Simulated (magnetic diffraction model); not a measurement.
# Magnetic neutron pattern of Dy2In9Mo3

Space group Cmcm (no. 63), a = 14.2750 Å, b = 8.7340 Å, c = 10.4450 Å.

```
site  atom       x       y       z
  8g    Dy  0.6620  0.6641     3/4
  8g    In  0.3913  0.0516     3/4
  8f    In     1/2  0.8412  0.9423
 16h    In  0.1704  0.1695  0.0772
  4c    In     1/2  0.3662     3/4
  4a    Mo       0       0     1/2
  8e    Mo  0.6699       0     1/2
```

This is a made-up structure (elements placed in a structure type, unrelaxed), so the numbers test the method and describe no known phase.

Only Dy is taken to order (form factors of Dy3+); orders and moment sizes are assumed, and not adapted to the symmetry. Radiation: neutrons of λ = 2.567 Å (absorption by Dy left out), 3° to 40°; isotropic B of 0.29 Å² (Dy), 0.28 Å² (In) and 0.28 Å² (Mo). The intensities are simulated: I ∝ L Σ (|F_N|² + |F_M⊥|²) for unpolarised neutrons, with F_M = 2.695 fm/μB × Σ f(s) S exp(2πi Q·r) exp(−B s²) at Q = H ± k (one set where k and −k are equivalent), only the part normal to Q counting and L = 1/(sin²θ cos θ). For collinear order S is the moment m, which repeats by lattice and centring translations R with the sign exp(−2πi k·R). Form factors are spin-only for 3d ions and dipole or tabulated for f ions, scattering lengths are Sears's of 1992, and absorption is left out. A label names one of the reflections at its angle. The strongest nuclear line in the range is 100, and lines under 0.2 are left out.

Assume the order k = (0 0 0), collinear moments along [101], 5.02 μB on Dy; signs + at (0.6620, 0.6641, 3/4), − at (0.3380, 0.3359, 1/4), − at (0.3380, 0.6641, 3/4), − at (0.6620, 0.3359, 1/4).

Q: Where does magnetic intensity appear, and how strong is it?

| 2θ (°) | index | nuclear | magnetic |
| --- | --- | --- | --- |
| 14.12 | (0 0 1) | 0.0 | 43.1 |
| 19.84 | (1 1 0) | 11.3 | 54.7 |
| 20.72 | (2 0 0) | 19.4 | 10.6 |
| 24.43 | (1 1 1) | 44.9 | 66.5 |
| 25.16 | (2 0 -1) | 0.0 | 18.2 |
| 28.45 | (0 0 2) | 10.5 | 10.3 |
| 34.18 | (0 2 0) | 0.2 | 10.8 |
| 34.93 | (1 1 2) | 11.8 | 29.3 |
| 35.46 | (2 0 2) | 12.7 | 11.0 |
| 35.78 | (3 1 0) | 1.2 | 9.8 |
| 37.15 | (0 2 1) | 53.4 | 17.3 |
| 38.64 | (3 1 1) | 100.0 | 17.4 |

The strongest magnetic line in the range is (1 1 1) at 24.43° (66.5). On top of the Lorentz factor, which all lines share, magnetic lines fade with angle because f falls: for Dy3+ it is 0.96, 0.84, 0.69 and 0.41 at sin θ/λ = 0.1, 0.2, 0.3 and 0.5 Å⁻¹, while nuclear lengths stay constant. The net moment is 10.04 μB a primitive cell.

[Logs are printed without paths, hosts, clocks, repeated set-up lines and the standing remarks that a program may print on its own settings, such as how far it seeks lower states.]
